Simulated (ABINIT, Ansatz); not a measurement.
# Quasiparticle gap of Li2H6Pt (Fm-3m) in ABINIT

How does a plane-wave GW calculation on Li2H6Pt (Fm-3m) run from the first input to the gap?

Calculated with ABINIT 10.8.3; LDA and many-body steps on it, plane waves.

This is a report of a sequence of runs, with most program output left out.

### Step 1. Set-up

Symmetry: Fm-3m, No. 225, cubic system. Conventional cell: a = 6.650 Å, b = 6.650 Å, c = 6.650 Å, α = 90.00°, β = 90.00°, γ = 90.00°. Nearest to Li lie 12 H at 2.35 Å. Nearest to H lie 1 Pt at 1.63 Å. Nearest to Pt lie 6 H at 1.63 Å. Farther neighbours are not listed.

Coordinates:

```cif
data_structure
_symmetry_space_group_name_H-M 'P 1'
_symmetry_Int_Tables_number 1
_cell_length_a 4.7022
_cell_length_b 4.7022
_cell_length_c 4.7022
_cell_angle_alpha 60.000
_cell_angle_beta 60.000
_cell_angle_gamma 60.000
_cell_volume 73.52
loop_
_atom_site_label
_atom_site_type_symbol
_atom_site_fract_x
_atom_site_fract_y
_atom_site_fract_z
_atom_site_occupancy
Li1 Li 0.75000 0.75000 0.75000 1
Li2 Li 0.25000 0.25000 0.25000 1
H3 H 0.75479 0.75479 0.24521 1
H4 H 0.24521 0.75479 0.24521 1
H5 H 0.75479 0.24521 0.24521 1
H6 H 0.24521 0.24521 0.75479 1
H7 H 0.75479 0.24521 0.75479 1
H8 H 0.24521 0.75479 0.75479 1
Pt9 Pt 0.00000 0.00000 0.00000 1
```

The cell and positions are those that the Materials Project relaxed with its own functionals (PBE, PBE+U or r2SCAN), kept fixed. Spin-orbit coupling is left out unless a step names it.

### Step 2. Ground state

This step: ABINIT 10.8.3; DFT, LDA, plane waves, norm-conserving pseudopotentials.

The ground-state density comes first.

The input, run.abi:

```
acell 3*1.0 Angstrom
rprim 
  -0.000000000000 3.324927160000 3.324927160000
  3.324927160000 0.000000000000 3.324927160000
  3.324927160000 3.324927160000 0.000000000000
ntypat 3
znucl 3 1 78
natom 9
typat 1 1 2 2 2 2 2 2 3
xred 
  0.750000000000 0.750000000000 0.750000000000
  0.250000000000 0.250000000000 0.250000000000
  0.754787880000 0.754787880000 0.245212120000
  0.245212120000 0.754787880000 0.245212120000
  0.754787880000 0.245212120000 0.245212120000
  0.245212120000 0.245212120000 0.754787880000
  0.754787880000 0.245212120000 0.754787880000
  0.245212120000 0.754787880000 0.754787880000
  0.000000000000 0.000000000000 0.000000000000
pp_dirpath "pseudos"
pseudos "Li.upf, H.upf, Pt.upf"
ecut 34
ngkpt 6 6 6
nshiftk 1
shiftk 0 0 0
kptopt 1
chksymbreak 0
nband 23
occopt 1
tolvrs 1e-10
nstep 60
prtwf 0
optforces 0
optstress 0
indata_prefix "in"
outdata_prefix "out"
tmpdata_prefix "tmp"
```

Launch:

```bash
> OMP_NUM_THREADS=1 mpirun -n 4 abinit run.abi > log
```

Run time: 22 s. Hardware: 4 MPI ranks of Arm Neoverse V1, shared host; peak memory 0.36 GiB; 87 s of CPU time.

This step gave:

- total energy: -4040.9466 eV
- gap: 2.594 eV
- k of the valence top: -0.1667, 0.1667, 0
- k of the conduction bottom: 0.5, 0.5, 0
- least direct gap: 4.335 eV

The gap is indirect, with the least direct gap 1.74 eV higher.

### Step 3. Bands along the symmetry lines

The cheap functional maps the bands first; the places of the edges decide which points the dearer methods must see.

Edit run.abi of step 2 so:

```diff
@@ -22,14 +22,40 @@
 ecut 34
-ngkpt 6 6 6
-nshiftk 1
-shiftk 0 0 0
-kptopt 1
-chksymbreak 0
-nband 23
-occopt 1
-tolvrs 1e-10
-nstep 60
+iscf -2
+irdden 1
+kptopt 0
+nkpt 26
+kpt 
+  0.00000000 0.00000000 0.00000000
+  0.12500000 0.00000000 0.12500000
+  0.25000000 0.00000000 0.25000000
+  0.37500000 0.00000000 0.37500000
+  0.50000000 0.00000000 0.50000000
+  0.53125000 0.06250000 0.53125000
+  0.56250000 0.12500000 0.56250000
+  0.59375000 0.18750000 0.59375000
+  0.62500000 0.25000000 0.62500000
+  0.37500000 0.37500000 0.75000000
+  0.28125000 0.28125000 0.56250000
+  0.18750000 0.18750000 0.37500000
+  0.09375000 0.09375000 0.18750000
+  0.00000000 0.00000000 0.00000000
+  0.12500000 0.12500000 0.12500000
+  0.25000000 0.25000000 0.25000000
+  0.37500000 0.37500000 0.37500000
+  0.50000000 0.50000000 0.50000000
+  0.50000000 0.43750000 0.56250000
+  0.50000000 0.37500000 0.62500000
+  0.50000000 0.31250000 0.68750000
+  0.50000000 0.25000000 0.75000000
+  0.50000000 0.18750000 0.68750000
+  0.50000000 0.12500000 0.62500000
+  0.50000000 0.06250000 0.56250000
+  0.50000000 0.00000000 0.50000000
+istwfk *1
+nband 22
+nbdbuf 2
+tolwfr 1e-08
+nstep 40
 prtwf 0
-optforces 0
-optstress 0
+prtvol 0
 indata_prefix "in"
```

Wall time 17 s (4 MPI ranks); peak memory 0.31 GiB.

Numbers from this step:

```
gap                        : 2.578 eV
k of the valence top       : 0.1875, 0.1875, 0.375
k of the conduction bottom : 0.5, 0, 0.5
least direct gap           : 4.335 eV
```

The gap is 2.578 eV, −0.016 eV from the run before at this level.

The electronic bands at the labelled points (eV, zero at the top of the highest filled band):

```tsv
point	band 12	band 13	band 14	band 15	band 16	band 17	band 18	band 19
Γ	-2.41	-0.44	-0.44	-0.44	6.21	7.07	7.07	7.07
halfway	-2.34	-1.28	-0.97	-0.97	3.97	7.17	8.02	8.02
X	-1.97	-1.97	-1.76	-1.76	2.58	7.26	8.62	9.64
halfway	-1.99	-1.92	-1.91	-1.60	2.91	7.37	8.00	9.47
U	-2.12	-2.03	-1.78	-1.18	3.65	6.90	7.69	9.09
jump to K	-2.12	-2.03	-1.78	-1.18	3.65	6.90	7.69	9.09
halfway	-2.26	-1.93	-1.00	0.00	5.14	5.74	7.24	7.58
Γ	-2.41	-0.44	-0.44	-0.44	6.21	7.07	7.07	7.07
halfway	-2.31	-1.79	-0.27	-0.27	5.84	5.84	6.71	7.53
L	-2.16	-2.14	-0.20	-0.20	5.15	5.15	6.73	7.57
halfway	-2.16	-2.10	-1.08	-0.71	4.61	5.62	7.97	8.25
W	-1.97	-1.82	-1.80	-1.80	4.42	5.81	8.18	8.18
halfway	-1.97	-1.91	-1.79	-1.75	3.24	7.40	7.48	9.20
X	-1.97	-1.97	-1.76	-1.76	2.58	7.26	8.62	9.64
```

### Step 4. Empty states on the mesh, 4×4×4 mesh, 142 bands

The sums over transitions need many empty states on a uniform mesh; this step solves for them.

The input, run.abi:

```
acell 3*1.0 Angstrom
rprim 
  -0.000000000000 3.324927160000 3.324927160000
  3.324927160000 0.000000000000 3.324927160000
  3.324927160000 3.324927160000 0.000000000000
ntypat 3
znucl 3 1 78
natom 9
typat 1 1 2 2 2 2 2 2 3
xred 
  0.750000000000 0.750000000000 0.750000000000
  0.250000000000 0.250000000000 0.250000000000
  0.754787880000 0.754787880000 0.245212120000
  0.245212120000 0.754787880000 0.245212120000
  0.754787880000 0.245212120000 0.245212120000
  0.245212120000 0.245212120000 0.754787880000
  0.754787880000 0.245212120000 0.754787880000
  0.245212120000 0.754787880000 0.754787880000
  0.000000000000 0.000000000000 0.000000000000
pp_dirpath "pseudos"
pseudos "Li.upf, H.upf, Pt.upf"
ecut 34
ngkpt 4 4 4
nshiftk 1
shiftk 0 0 0
kptopt 1
chksymbreak 0
irdden 1
istwfk *1
nband 142
prtvol 0
optdriver 6
gwr_task "HDIAGO"
paral_kgb 0
occopt 1
indata_prefix "in"
outdata_prefix "out"
tmpdata_prefix "tmp"
```

Wall time 2.5 min (4 MPI ranks); peak memory 5 GiB; 9.9 min of CPU time.

Numbers from this step:

| Property | Result |
| --- | --- |
| gap | 2.757 eV |
| k of the valence top | -0.25, 0.25, 0 |
| k of the conduction bottom | 0.5, 0.5, 0 |
| least direct gap | 4.334 eV |
| k points computed | 8 |
| lowest point of the top converged band, above the valence top | 73.4565 eV |

On this mesh the gap is 2.757 eV. The earlier step found 2.594 eV, so this mesh misses an edge.

### Step 5. Screening, 4×4×4 mesh, 134 bands, screening to 176.9 eV

The RPA dielectric matrix is built and inverted for each q.

This step: RPA screening on LDA, plane waves, norm-conserving pseudopotentials.

Edit run.abi of step 4 so:

```diff
@@ -27,10 +27,11 @@
 chksymbreak 0
-irdden 1
 istwfk *1
-nband 142
-prtvol 0
-optdriver 6
-gwr_task "HDIAGO"
-paral_kgb 0
 occopt 1
+irdwfk 1
+optdriver 3
+nband 134
+ecuteps 6.5
+inclvkb 2
+awtr 1
+symchi 1
 indata_prefix "in"
```

The job ended after 1.8 min (4 MPI ranks; peak memory 1.8 GiB).

Numbers from this step:

```yaml
eps_infinity_with_local_fields_on_this_mesh_along_the_program_s_q_direction: 4.222
the_same_without_local_fields: 5.180
plasma_frequency: 23.72 eV
plane_waves_in_the_screening_matrix: 411
```

Local fields lower ε∞ by 19 %.

### Step 6. Self-energy, 4×4×4 mesh, 134 bands, screening to 176.9 eV

The self-energy is evaluated for the states that the input lists, and the levels follow from it, in one-shot runs by the linearised quasiparticle equation.

This step: G0W0 on LDA, plane waves, norm-conserving pseudopotentials.

Edit run.abi of step 5 so:

```diff
@@ -30,8 +30,19 @@
 irdwfk 1
-optdriver 3
+optdriver 4
 nband 134
+gwcalctyp 0
+ecutsigx 34
+symsigma 1
+nkptgw 3
+kptgw 
+  -0.2500000000 0.2500000000 0.0000000000
+  0.5000000000 0.5000000000 0.0000000000
+  0.0000000000 0.0000000000 0.0000000000
+bdgw 
+  14 17
+  14 17
+  13 19
 ecuteps 6.5
-inclvkb 2
-awtr 1
-symchi 1
+irdscr 1
+ppmodel 1
 indata_prefix "in"
```

The job ended after 63 s (4 MPI ranks; peak memory 1.7 GiB; 4.2 min of CPU time).

Numbers from this step:

| Property | Result |
| --- | --- |
| G0W0 gap on the points computed | 4.817 eV |
| starting gap on the mesh | 2.757 eV |
| k of the valence top | -0.25, 0.25, 0 |
| k of the conduction bottom | 0.5, 0.5, 0 |
| Z at the valence top | 0.81 |
| Z at the conduction bottom | 0.825 |
| least direct G0W0 gap on the computed points | 6.5 eV |

The gap on the mesh goes from 2.76 eV to 4.82 eV, a correction of +2.06 eV. The start differs from the 2.59 eV found before because the two sample other k points.

Limits: finite bands, cutoff and mesh; no spin polarisation; d states lean on the start; no spin-orbit coupling. v1 is the top filled band, c1 the lowest empty one. Levels before and after the correction, in eV, zero at the valence-band top of each column:

```tsv
	conduction bottom	valence top
Kohn-Sham	2.76	0.00
G0W0	4.82	0.00
```

```tsv
	level	energy (eV)
Kohn-Sham	(-0.25 0.25 0) v2	-1.115
Kohn-Sham	(-0.25 0.25 0) v1	0.000
Kohn-Sham	(-0.25 0.25 0) c1	5.309
Kohn-Sham	(-0.25 0.25 0) c2	5.404
Kohn-Sham	(0.5 0.5 0) v2-v1	-1.577
Kohn-Sham	(0.5 0.5 0) c1	2.757
Kohn-Sham	(0.5 0.5 0) c2	7.441
G0W0	(-0.25 0.25 0) v2	-0.996
G0W0	(-0.25 0.25 0) v1	0.000
G0W0	(-0.25 0.25 0) c1	7.342
G0W0	(-0.25 0.25 0) c2	7.514
G0W0	(0.5 0.5 0) v2-v1	-1.683
G0W0	(0.5 0.5 0) c1	4.817
G0W0	(0.5 0.5 0) c2	9.478
```

### Step 7. Where the time went

Times are wall times on 4 MPI ranks of Arm Neoverse V1, shared host, good to a factor of about two.

```tsv
step	time	share	memory (GiB)
ground state	22 s	6 %	0.36
bands along the symmetry lines	17 s	5 %	0.31
empty states on the mesh	2.5 min	42 %	5.0
screening	1.8 min	30 %	1.8
self-energy	63 s	18 %	1.7
```

### Step 8. Summary of results

```
LDA gap                              : 2.58 eV, indirect
G0W0 gap on the mesh                 : 4.82 eV
G0W0 gap over the zone (rigid shift) : 4.64 eV
GW settings                          : 4×4×4 mesh, 134 bands, screening to 176.9 eV, Godby-Needs plasmon pole
known limits                         : not at the basis limit; no spin polarisation; d states lean on the start; no spin-orbit coupling
```

G0W0 moves the gap on the mesh from 2.76 eV to 4.82 eV (+2.06 eV), with Z of 0.81 and 0.82 at the edges. The mesh misses the band edges by 0.18 eV in all; a rigid shift gives 4.64 eV for the zone. Local fields lower the RPA ε∞ on this mesh from 5.18 to 4.22. Only 3 of the mesh's irreducible points were corrected, so a valley elsewhere could overtake. Bands and cutoff are finite, so the gap is not at the basis limit. The miss can reach some tenths of an eV and take either sign; the mesh is an error of its own. In the G0W0 run levels were corrected at 3 k points alone, so a gap called «on the mesh» is the least over those, and an edge elsewhere would be missed. A denser mesh or path gives a starting gap of 2.58 eV: the GW mesh misses a band edge, so its gaps are not the fundamental one. The runs have no spin polarisation. For a closed low-spin shell that is the natural state; where a d or f shell is open it is a constraint, and the gap is then not the crystal's own. With d states at the gap, one-shot GW leans hard on its start. The many-body steps are scalar-relativistic: spin-orbit coupling is not in them.

[Paths, hosts, dates, memory and timing lines, banners, echoed tables and standing remarks are left out of the program output.]

[Logs are printed without paths, hosts, clocks, repeated set-up lines and the standing remarks that a program may print on its own settings, such as how far it seeks lower states.]

[Runs of the session that timed out or met a known fault of the program may be left out.]

[Hosts, paths, dates, database ids (printed as entryN), source tags and the programs' standing remarks are cut or masked in the printed files.]

[G0W0 gaps are taken among the corrected bands and points alone; a level outside them can change the order at an edge.]

[Where Ansatz stands beside ABINIT at settings called matched, ABINIT's density can come from a denser mesh and the files from another edition; pairs whose starting gaps differed by over 0.03 eV were left out, so agreement reads better than it is.]
